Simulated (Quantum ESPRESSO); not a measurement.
**Mo (Im-3m): phonons and their coupling to the electrons**

How strong is the electron-phonon coupling in Mo (Im-3m)?

Method: DFT PBEsol, scalar-relativistic, plane waves, PseudoDojo norm-conserving pseudopotentials, in Quantum ESPRESSO 7.5.

## (1) The structure

Symmetry: Im-3m, No. 229, cubic system. The conventional cell has a = 3.147 Å, b = 3.147 Å, c = 3.147 Å, α = 90.00°, β = 90.00°, γ = 90.00°. Nearest to Mo lie 8 Mo at 2.73 Å.

Structure file:

```cif
data_structure
_symmetry_space_group_name_H-M 'P 1'
_symmetry_Int_Tables_number 1
_cell_length_a 2.7252
_cell_length_b 2.7252
_cell_length_c 2.7252
_cell_angle_alpha 109.471
_cell_angle_beta 109.471
_cell_angle_gamma 109.471
_cell_volume 15.58
loop_
_atom_site_label
_atom_site_type_symbol
_atom_site_fract_x
_atom_site_fract_y
_atom_site_fract_z
_atom_site_occupancy
Mo1 Mo 0.00000 0.00000 0.00000 1
```

## (2) A probe with smearing

A cheap run with smearing and empty bands tells whether the crystal has a gap, which decides between fixed occupations and smearing later on.

File probe.in:

```
&control
   calculation = 'scf'
   prefix = 'x'
   outdir = './tmp'
   pseudo_dir = './pseudo'
   tprnfor = .true.
   tstress = .true.
   verbosity = 'high'
/
&system
   ibrav = 0
   nat = 1
   ntyp = 1
   ecutwfc = 80.0
   occupations = 'smearing'
   smearing = 'gaussian'
   degauss = 0.01
/
&electrons
   conv_thr = 1.0d-07
   mixing_beta = 0.7
   electron_maxstep = 100
/
ATOMIC_SPECIES
 Mo     95.9500  Mo.upf
CELL_PARAMETERS angstrom
    -1.573415000    1.573415000    1.573415000
     1.573415000   -1.573415000    1.573415000
     1.573415000    1.573415000   -1.573415000
ATOMIC_POSITIONS crystal
 Mo     0.000000000   0.000000000   0.000000000
K_POINTS automatic
 8 8 8 0 0 0
```

Command:

```
$ OMP_NUM_THREADS=1 mpirun -n 4 pw.x -nk 4 -in probe.in > probe.out
```

Output:

```text
[banners, grids, parts of the stress and lines that vanish by symmetry left out]
Program PWSCF v.7.5
     Message from routine setup:
     using ibrav=0 with symmetry is DISCOURAGED, use correct ibrav instead
[...]
kinetic-energy cutoff     =      80.0000  Ry
     charge density cutoff     =     320.0000  Ry
     scf convergence threshold =      1.0E-07
[...]
Exchange-correlation= PBESOL
                           (   1   4  10   8   0   0   0)
[...]
48 Sym. Ops., with inversion, found
[...]
(     0          1          0      )
                  (     0          0          1      )
[...]
(  0.0000000  1.0000000 -0.0000000 )
                  ( -0.0000000 -0.0000000  1.0000000 )
[...]
(     1          0          0      )
                  (    -1         -1         -1      )
[...]
(  1.0000000 -0.0000000  0.0000000 )
                  ( -0.0000000 -1.0000000 -0.0000000 )
[...]
(    -1          0          0      )
                  (     0          0         -1      )
[...]
( -1.0000000 -0.0000000  0.0000000 )
                  (  0.0000000  1.0000000 -0.0000000 )
[...]
number of k points=    29  Gaussian smearing, width (Ry)=  0.0100
[...]
End of self-consistent calculation
[...]
the Fermi energy is    21.1929 ev
!    total energy              =    -140.55032053 Ry
[...]
convergence has been achieved in   6 iterations
[...]
atom    1 type  1   force =     0.00000000    0.00000000    0.00000000
[...]
Total force =     0.000000     Total SCF correction =     0.000000
[...]
total   stress  (Ry/bohr**3)                   (kbar)     P=      -34.75
[...]
XML data file, charge density, pseudopotentials, collected wavefunctions

   JOB DONE.
```

It took 2 s on 4 MPI ranks of Arm Neoverse V1, shared host; 7.9 s of CPU time.

Numbers from this step:

| Item | Value |
| --- | --- |
| volume per atom | 15.58 Å³ |
| pressure | -3.475 GPa |
| gap on the k-mesh | 0 eV |

No gap opens on this mesh, so smearing is kept; the start stands at -3.5 GPa.

## (3) Relaxation

The relaxation runs at a cutoff a fifth above that of the response, since stress converges more slowly with the basis than frequencies do. Forces and stress are brought to rest with tight thresholds.

File relax.in:

```
&control
   calculation = 'vc-relax'
   prefix = 'x'
   outdir = './tmp'
   pseudo_dir = './pseudo'
   tprnfor = .true.
   tstress = .true.
   forc_conv_thr = 2.0d-05
   etot_conv_thr = 1.0d-07
   nstep = 40
/
&system
   ibrav = 0
   nat = 1
   ntyp = 1
   ecutwfc = 96
   occupations = 'smearing'
   smearing = 'mv'
   degauss = 0.02
/
&electrons
   conv_thr = 1.0d-11
   mixing_beta = 0.7
   electron_maxstep = 100
/
&ions
/
&cell
   press_conv_thr = 0.2
/
ATOMIC_SPECIES
 Mo     95.9500  Mo.upf
CELL_PARAMETERS angstrom
    -1.573415000    1.573415000    1.573415000
     1.573415000   -1.573415000    1.573415000
     1.573415000    1.573415000   -1.573415000
ATOMIC_POSITIONS crystal
 Mo     0.000000000   0.000000000   0.000000000
K_POINTS automatic
 16 16 16 0 0 0
```

Command:

```
$ OMP_NUM_THREADS=1 mpirun -n 4 pw.x -nk 4 -in relax.in > relax.out
```

Output:

```text
[banners, grids, parts of the stress and lines that vanish by symmetry left out]
[banner, memory and clock lines left out]
Program PWSCF v.7.5

[...]
kinetic-energy cutoff     =      96.0000  Ry
     charge density cutoff     =     384.0000  Ry
     scf convergence threshold =      1.0E-11
[...]
energy convergence thresh.=      1.0E-07
     force convergence thresh. =      2.0E-05
     press convergence thresh. =      2.0E-01
     Exchange-correlation= PBESOL
                           (   1   4  10   8   0   0   0)
[...]
48 Sym. Ops., with inversion, found
[...]
number of k points=   145  Marzari-Vanderbilt smearing, width (Ry)=  0.0200
[...]
End of self-consistent calculation
[...]
the Fermi energy is    21.3134 ev
!    total energy              =    -140.55207352 Ry
[...]
convergence has been achieved in   8 iterations
[...]
atom    1 type  1   force =     0.00000000    0.00000000    0.00000000
     Total force =     0.000000     Total SCF correction =     0.000000
[...]
total   stress  (Ry/bohr**3)                   (kbar)     P=      -42.43
[...]
number of bfgs steps    =   0
[...]
CELL_PARAMETERS (angstrom)
[...]
ATOMIC_POSITIONS (crystal)
Mo               0.0000000000        0.0000000000        0.0000000000
[...]
New effective cutoffs (rho, wfc):  387.37   97.38
[...]
End of self-consistent calculation
[...]
the Fermi energy is    21.8661 ev
!    total energy              =    -140.55227752 Ry
[...]
convergence has been achieved in   7 iterations
[...]
atom    1 type  1   force =     0.00000000    0.00000000    0.00000000
     Total force =     0.000000     Total SCF correction =     0.000000
[...]
total   stress  (Ry/bohr**3)                   (kbar)     P=       16.95
[...]
number of bfgs steps    =   1
[...]
CELL_PARAMETERS (angstrom)
[...]
ATOMIC_POSITIONS (crystal)
Mo               0.0000000000        0.0000000000        0.0000000000
[...]
New effective cutoffs (rho, wfc):  385.79   96.98
[...]
End of self-consistent calculation
[...]
the Fermi energy is    21.7085 ev
!    total energy              =    -140.55231298 Ry
[...]
convergence has been achieved in   7 iterations
[...]
atom    1 type  1   force =     0.00000000    0.00000000    0.00000000
     Total force =     0.000000     Total SCF correction =     0.000000
[...]
total   stress  (Ry/bohr**3)                   (kbar)     P=       -0.42
[...]
number of bfgs steps    =   2
[...]
CELL_PARAMETERS (angstrom)
[...]
ATOMIC_POSITIONS (crystal)
Mo               0.0000000000        0.0000000000        0.0000000000
[...]
New effective cutoffs (rho, wfc):  385.82   96.99
[...]
End of self-consistent calculation
[...]
the Fermi energy is    21.7123 ev
!    total energy              =    -140.55231300 Ry
[...]
convergence has been achieved in   5 iterations
[...]
atom    1 type  1   force =     0.00000000    0.00000000    0.00000000
     Total force =     0.000000     Total SCF correction =     0.000000
[...]
total   stress  (Ry/bohr**3)                   (kbar)     P=       -0.00
[...]
bfgs converged in   4 scf cycles and   3 bfgs steps
[...]
End of BFGS Geometry Optimization
     Final enthalpy           =    -140.5523129972 Ry
     File ./tmp/x.bfgs deleted, as requested
[...]
CELL_PARAMETERS (angstrom)
[...]
ATOMIC_POSITIONS (crystal)
Mo               0.0000000000        0.0000000000        0.0000000000
[...]
Final scf calculation at the relaxed structure.
[...]
kinetic-energy cutoff     =      96.0000  Ry
     charge density cutoff     =     384.0000  Ry
     scf convergence threshold =      1.0E-13
[...]
press convergence thresh. =      2.0E-01
     Exchange-correlation= PBESOL
                           (   1   4  10   8   0   0   0)
[...]
48 Sym. Ops., with inversion, found
[...]
number of k points=   145  Marzari-Vanderbilt smearing, width (Ry)=  0.0200
[...]
c_bands:  1 eigenvalues not converged
[...]
End of self-consistent calculation
[...]
the Fermi energy is    21.7123 ev
!    total energy              =    -140.55231068 Ry
[...]
convergence has been achieved in  10 iterations
[...]
atom    1 type  1   force =     0.00000000    0.00000000    0.00000000
     Total force =     0.000000     Total SCF correction =     0.000000
[...]
total   stress  (Ry/bohr**3)                   (kbar)     P=       -0.00
[...]
XML data file, charge density, pseudopotentials, collected wavefunctions
```

Run time: 45 s. Hardware: 4 MPI ranks.

Relaxation path:

```
step  energy less that of the first step (eV)  largest force (eV/Å)  pressure (GPa)  volume (Å³)
   1                                   0.0000                0.0000           -4.24        15.58
   2                                  -0.0028                0.0000            1.69        15.25
   3                                  -0.0033                0.0000           -0.04        15.34
   4                                  -0.0033                0.0000            0.00        15.34
   5                                  -0.0032                0.0000            0.00        15.34
```

| conventional cell, symmetrised | before | after | change |
| --- | --- | --- | --- |
| a (Å) | 3.147 | 3.130 | -0.5 % |
| b (Å) | 3.147 | 3.130 | -0.5 % |
| c (Å) | 3.147 | 3.130 | -0.5 % |
| volume (Å³/atom) | 15.58 | 15.34 | -1.6 % |

Final coordinates:

```
Mo
1.0
    -1.56520    1.56520    1.56520
     1.56520   -1.56520    1.56520
     1.56520    1.56520   -1.56520
Mo
1
Direct
  0.00000 0.00000 0.00000
```

The last row of the table of steps is pw.x's closing run on a basis chosen anew for the final cell, so its energy can jump.

Read from the output:

| Property | Result |
| --- | --- |
| volume per atom | 15.34 Å³ |
| pressure | 0 GPa |

The volume changes by -1.6 % from the cell with which this run began.

## (4) Self-consistent run for the response

Perturbation theory inherits every error of the wavefunctions, so the threshold is set near the limit of the arithmetic. Smearing stays on, as the first look found no gap above 0.3 eV.

File scf.in:

```
&control
   calculation = 'scf'
   prefix = 'x'
   outdir = './tmp'
   pseudo_dir = './pseudo'
   tprnfor = .true.
   tstress = .true.
/
&system
   ibrav = 0
   nat = 1
   ntyp = 1
   ecutwfc = 80.0
   occupations = 'smearing'
   smearing = 'mv'
   degauss = 0.02
/
&electrons
   conv_thr = 1.0d-12
   mixing_beta = 0.7
   electron_maxstep = 100
/
ATOMIC_SPECIES
 Mo     95.9500  Mo.upf
CELL_PARAMETERS angstrom
    -1.565197814    1.565197814    1.565197814
     1.565197814   -1.565197814    1.565197814
     1.565197814    1.565197814   -1.565197814
ATOMIC_POSITIONS crystal
 Mo     0.000000000   0.000000000   0.000000000
K_POINTS automatic
 16 16 16 0 0 0
```

Command:

```
$ OMP_NUM_THREADS=1 mpirun -n 4 pw.x -nk 4 -in scf.in > scf.out
```

Output:

```text
[banners, grids, parts of the stress and lines that vanish by symmetry left out]
[banner, memory and clock lines left out]
Program PWSCF v.7.5

[...]
kinetic-energy cutoff     =      80.0000  Ry
     charge density cutoff     =     320.0000  Ry
     scf convergence threshold =      1.0E-12
[...]
Exchange-correlation= PBESOL
                           (   1   4  10   8   0   0   0)
[...]
48 Sym. Ops., with inversion, found
[...]
number of k points=   145  Marzari-Vanderbilt smearing, width (Ry)=  0.0200
[...]
End of self-consistent calculation
[...]
the Fermi energy is    21.7123 ev
!    total energy              =    -140.55227940 Ry
[...]
convergence has been achieved in   9 iterations
[...]
atom    1 type  1   force =     0.00000000    0.00000000    0.00000000
     Total force =     0.000000     Total SCF correction =     0.000000
[...]
total   stress  (Ry/bohr**3)                   (kbar)     P=       -0.20
[...]
XML data file, charge density, pseudopotentials, collected wavefunctions
```

Elapsed: 8.5 s, on 4 MPI ranks.

Numbers from this step:

```
pressure : -0.02 GPa
```

The cell stands at -0.02 GPa, close enough for phonons.

## (5) Levels on a dense mesh

The coupling is a sum over pairs of states at the Fermi level and needs a much denser mesh than the density does.

scf_fit.in, as its differences from scf.in of step 4:

```diff
@@ -16,5 +16,6 @@
    degauss = 0.02
+   la2F = .true.
 /
 &electrons
-   conv_thr = 1.0d-12
+   conv_thr = 1.0d-10
    mixing_beta = 0.7
@@ -31,2 +32,2 @@
 K_POINTS automatic
- 16 16 16 0 0 0
+ 32 32 32 0 0 0
```

Command:

```
$ OMP_NUM_THREADS=1 mpirun -n 4 pw.x -nk 4 -in scf_fit.in > scf_fit.out
```

Output:

```text
[banners, grids, parts of the stress and lines that vanish by symmetry left out]
[banner, memory and clock lines left out]
Program PWSCF v.7.5

[...]
kinetic-energy cutoff     =      80.0000  Ry
     charge density cutoff     =     320.0000  Ry
     scf convergence threshold =      1.0E-10
[...]
Exchange-correlation= PBESOL
                           (   1   4  10   8   0   0   0)
[...]
48 Sym. Ops., with inversion, found
[...]
number of k points=   897  Marzari-Vanderbilt smearing, width (Ry)=  0.0200
[...]
End of self-consistent calculation
[...]
the Fermi energy is    21.7292 ev
!    total energy              =    -140.55199394 Ry
[...]
convergence has been achieved in   8 iterations
[...]
atom    1 type  1   force =     0.00000000    0.00000000    0.00000000
     Total force =     0.000000     Total SCF correction =     0.000000
[...]
total   stress  (Ry/bohr**3)                   (kbar)     P=        2.38
[...]
XML data file, charge density, pseudopotentials, collected wavefunctions
```

The job ended after 41 s (4 MPI ranks).

This step gave:

* pressure: 0.238 GPa

## (6) Self-consistent run for the response

The run on the dense mesh left its levels for the electron-phonon sums; ph.x needs the ground state on the coarse mesh, so pw.x runs once more in the same folder.

scf.in is that of step 4.

Command:

```
$ OMP_NUM_THREADS=1 mpirun -n 4 pw.x -nk 4 -in scf.in > scf.out
```

Output:

```text
[banners, grids, parts of the stress and lines that vanish by symmetry left out]
[banner, memory and clock lines left out]
Program PWSCF v.7.5

[...]
kinetic-energy cutoff     =      80.0000  Ry
     charge density cutoff     =     320.0000  Ry
     scf convergence threshold =      1.0E-12
[...]
Exchange-correlation= PBESOL
                           (   1   4  10   8   0   0   0)
[...]
48 Sym. Ops., with inversion, found
[...]
number of k points=   145  Marzari-Vanderbilt smearing, width (Ry)=  0.0200
[...]
End of self-consistent calculation
[...]
the Fermi energy is    21.7123 ev
!    total energy              =    -140.55227940 Ry
[...]
convergence has been achieved in   9 iterations
[...]
atom    1 type  1   force =     0.00000000    0.00000000    0.00000000
     Total force =     0.000000     Total SCF correction =     0.000000
[...]
total   stress  (Ry/bohr**3)                   (kbar)     P=       -0.20
[...]
XML data file, charge density, pseudopotentials, collected wavefunctions
```

Wall time 8.4 s (4 MPI ranks); 33 s of CPU time.

Numbers from this step:

- pressure: -0.02 GPa

[end of part 1 of 3]

[Host names and launcher messages were left out of these logs when they were recorded.]

[Logs are printed without paths, hosts, clocks, repeated set-up lines and the standing remarks that a program may print on its own settings, such as how far it seeks lower states.]

[Hosts, paths, dates, database ids (printed as entryN), source tags and the programs' standing remarks are cut or masked in the printed files.]
